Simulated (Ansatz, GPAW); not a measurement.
# A 6-layer slab of V(110): converging a work function, part 3 of 3

Wanted: a convergence study on the slab a 6-layer slab of V(110).

GPAW 26.7.0 and Ansatz 0.2.0; Ansatz plane waves; slab in vacuum with a dipole correction, relaxation (the session's first sound run).

So far, upper work function (eV): step 2 (relaxing the atoms, PBE) 4.69; step 3 (the slab's potential, PBE, GPAW) 4.68; step 6 (cutoff 700: ecut = 700, PBE, GPAW) 4.68; step 9 (K mesh 20×20: kpts = [20, 20], PBE, GPAW) 4.68.

## (10) Scheme Fermi-Dirac, smearing 0.01

Level of this step: GPAW, PAW setups; slab in vacuum (GPAW).

Smearing changes the occupations near the Fermi level, and with them the level itself. Smearing helps the SCF of a metal converge, but it blurs occupations at band edges near the Fermi level.

Contents of run.py:

```python
import json
import numpy as np
from ase import Atoms
from gpaw import GPAW, PW

slab = Atoms(
    ['V', 'V', 'V', 'V', 'V', 'V'],
    positions=[
        [0.00000, 0.00000, 9.00000],
        [2.13546, 0.00000, 11.13546],
        [0.00000, 0.00000, 13.27092],
        [2.13546, 0.00000, 15.34539],
        [0.00000, 0.00000, 17.45908],
        [2.13546, 0.00000, 19.43240]],
    cell=[[2.13546, -1.51, 0.0], [2.13546, 1.51, 0.0], [0.0, 0.0, 28.67731]],
    pbc=[True, True, False])

slab.calc = GPAW(mode=PW(400), xc='PBE', kpts={'size': (13, 13, 1), 'gamma': True},
                 occupations={'name': 'fermi-dirac', 'width': 0.01}, nbands='140%',
                 convergence={'density': 1e-05}, maxiter=200,
                 poissonsolver={'dipolelayer': 'xy'},
                 symmetry={'tolerance': 1e-3}, txt='slab.txt')
result = {}
energy = slab.get_potential_energy()
fermi = slab.calc.get_fermi_level()
v = slab.calc.get_electrostatic_potential().mean((0, 1)) - fermi
n = slab.calc.get_pseudo_density().mean((0, 1))
L = slab.cell[2, 2]
z = np.arange(len(v)) * L / len(v)
low, high = slab.positions[:, 2].min(), slab.positions[:, 2].max()
below, above = np.interp([low - 6.8, high + 6.8], z, v)
slopes = [np.interp(x, z, np.gradient(v, z)) for x in (low - 6.8, high + 6.8)]
eps = np.array([[slab.calc.get_eigenvalues(k, s) for k in range(len(slab.calc.get_ibz_k_points()))]
                for s in range(slab.calc.get_number_of_spins())]) - fermi
top, bottom = eps[eps < 0].max(), eps[eps > 0].min()
dipole = slab.get_dipole_moment()[2]
print(f'energy {energy:.4f} eV, Fermi level {fermi:.4f} eV, dipole {dipole:.5f} e A')
print(f'potential 6.8 A off the faces, from the Fermi level: lower {below:.4f} eV, upper {above:.4f} eV')
print(f'slope of the potential there: lower {slopes[0]:.5f}, upper {slopes[1]:.5f} eV/A')
print(f'nearest levels on the mesh: {top:.4f} and {bottom:.4f} eV')
print('magnetic moment', round(slab.get_magnetic_moment(), 3))
result.update(energy=energy, fermi=fermi, dipole=dipole, below=below, above=above, slopes=slopes, edges=[top, bottom],
              z=z.tolist(), v=v.tolist(), n=n.tolist(), positions=slab.positions.tolist(),
              forces=slab.get_forces(apply_constraint=False).tolist(), moments=slab.get_magnetic_moments().tolist())
json.dump(result, open('result.json', 'w'))
```

Command:

```sh
> OMP_NUM_THREADS=1 OPENBLAS_NUM_THREADS=1 python run.py
```

Log:

```text
energy -48.9679 eV, Fermi level 1.6402 eV, dipole 0.00327 e A
potential 6.8 A off the faces, from the Fermi level: lower 4.7946 eV, upper 4.7037 eV
slope of the potential there: lower 0.00002, upper 0.00004 eV/A
nearest levels on the mesh: -0.0002 and 0.0052 eV
magnetic moment 0.0
```

The job ended after 5.2 min (1 thread of Intel Xeon Platinum 8488C (Sapphire Rapids), shared host; peak memory 0.35 GiB).

Numbers from this step:

```
dipole along the normal                    : 0.003269 e·Å
levels nearest the Fermi level on the mesh : -2.15e-4, 0.005175 eV from the Fermi level
upper work function                        : 4.704 eV
lower work function                        : 4.795 eV
```

The upper face's work function is 4.704 eV, against 4.685 eV in the first plane-wave PBE run at this geometry.

## (11) Cost and result by level

Times are for 1 thread of Intel Xeon Platinum 8488C (Sapphire Rapids), shared host. The runs compared:

| no. | run | upper work function (eV) | lower work function (eV) | time | memory (GiB) |
| --- | --- | --- | --- | --- | --- |
| 1 | pw | 4.685 | 4.769 | 4.7 min | 0.35 |
| 2 | cutoff 700 | 4.683 | 4.768 | 11 min | 0.63 |
| 3 | k mesh 20×20 | 4.682 | 4.768 | 10 min | 0.58 |
| 4 | scheme Fermi-Dirac, smearing 0.01 | 4.704 | 4.795 | 5.2 min | 0.35 |

## (12) Without the dipole layer

The dipole layer is taken out and the cell repeats along the normal.

Changes to run.py since step 10:

```diff
@@ -15,8 +15,7 @@
     cell=[[2.13546, -1.51, 0.0], [2.13546, 1.51, 0.0], [0.0, 0.0, 28.67731]],
-    pbc=[True, True, False])
+    pbc=[True, True, True])
 
 slab.calc = GPAW(mode=PW(400), xc='PBE', kpts={'size': (13, 13, 1), 'gamma': True},
-                 occupations={'name': 'fermi-dirac', 'width': 0.01}, nbands='140%',
+                 occupations={'name': 'fermi-dirac', 'width': 0.1}, nbands='140%',
                  convergence={'density': 1e-05}, maxiter=200,
-                 poissonsolver={'dipolelayer': 'xy'},
                  symmetry={'tolerance': 1e-3}, txt='slab.txt')
```

Log:

```text
energy -48.9786 eV, Fermi level 1.6592 eV, dipole 0.00612 e A
potential 6.8 A off the faces, from the Fermi level: lower 4.7409 eV, upper 4.7131 eV
slope of the potential there: lower 0.00598, upper 0.00599 eV/A
nearest levels on the mesh: -0.0001 and 0.0032 eV
magnetic moment 0.0
```

The job ended after 4.6 min (1 thread; peak memory 0.35 GiB).

The run finished with changed settings (dipole = false and pbc_z = true); it serves as a test.

Side by side:

| quantity | this run | sound run | difference |
| --- | --- | --- | --- |
| dipole along the normal (e·Å) | 0.0061156 | 0.0030257 | 0.00309 |
| upper work function (eV) | 4.7131 | 4.6848 | 0.0283 |
| lower work function (eV) | 4.7409 | 4.7689 | -0.0280 |

## (13) Side by side

Results and costs are gathered.

This step: comparison of work functions, dipole and cost (GPAW 26.7.0).

Ladder, by row:

| step | code | work function, upper (eV) | work function, lower (eV) | dipole (e Å) | wall time (s) | peak memory (GiB) | threads |
| --- | --- | --- | --- | --- | --- | --- | --- |
| pw | GPAW | 4.685 | 4.769 | 0.003026 | 279.9 | 0.35 | 1 |
| ecut200 | GPAW | 4.701 | 4.798 | 0.002358 | 114.7 | 0.2 | 1 |
| ecut300 | GPAW | 4.69 | 4.773 | 0.003108 | 176.1 | 0.28 | 1 |
| ecut700 | GPAW | 4.683 | 4.768 | 0.003017 | 630.9 | 0.63 | 1 |
| k4 | GPAW | 4.786 | 4.798 | 4.57e-4 | 59.89 | 0.21 | 1 |
| k8 | GPAW | 4.681 | 4.766 | 0.003027 | 135.3 | 0.26 | 1 |
| k20 | GPAW | 4.682 | 4.768 | 0.003087 | 621.1 | 0.58 | 1 |
| smear | GPAW | 4.704 | 4.795 | 0.003269 | 313.1 | 0.35 | 1 |
| nodip | GPAW | 4.713 | 4.741 | 0.006116 | 277.1 | 0.35 | 1 |

## (14) What came out

```
work function, upper and lower face : 4.685 and 4.769 eV
dipole along the normal             : 0.00303 e Å
```

**Reading.** With plane waves and PBE the work function is 4.68 eV on the upper face and 4.77 eV on the lower. The two faces differ by 0.084 eV, the step that the slab's dipole makes (e p/(ε0 A) gives 0.085 eV), so the dipole layer is needed. The lowest atoms were held at bulk positions, which alone makes the faces unlike. The measured value for polycrystalline V, which weights the faces of low work function, is 4.3 eV (as compiled in "Anisotropic work function of elemental crystals", 2019, arxiv:1902.07811); the relaxed upper face lies 0.38 eV over it with PBE. Measured work functions scatter by a tenth of an eV or more between methods. The other smearing (Fermi-Dirac of 0.01 eV in place of Fermi-Dirac of 0.1) moves the two faces by 0.019 and 0.026 eV on the same mesh; a mesh is converged only for its smearing. Over the sound runs of the table the upper face's work function spans 4.682 (k20) to 4.704 eV (smear). The runs had no spin polarisation, so a magnetic state, which thin layers of d-metal atoms can have, wasn't tested. The in-plane lattice was kept as typed, which isn't the functional's own and leaves some strain; spin-orbit coupling and temperature are left out.

[Logs are printed without paths, hosts, clocks, repeated set-up lines and the standing remarks that a program may print on its own settings, such as how far it seeks lower states.]

[Hosts, paths, dates, database ids (printed as entryN), source tags and the programs' standing remarks are cut or masked in the printed files.]
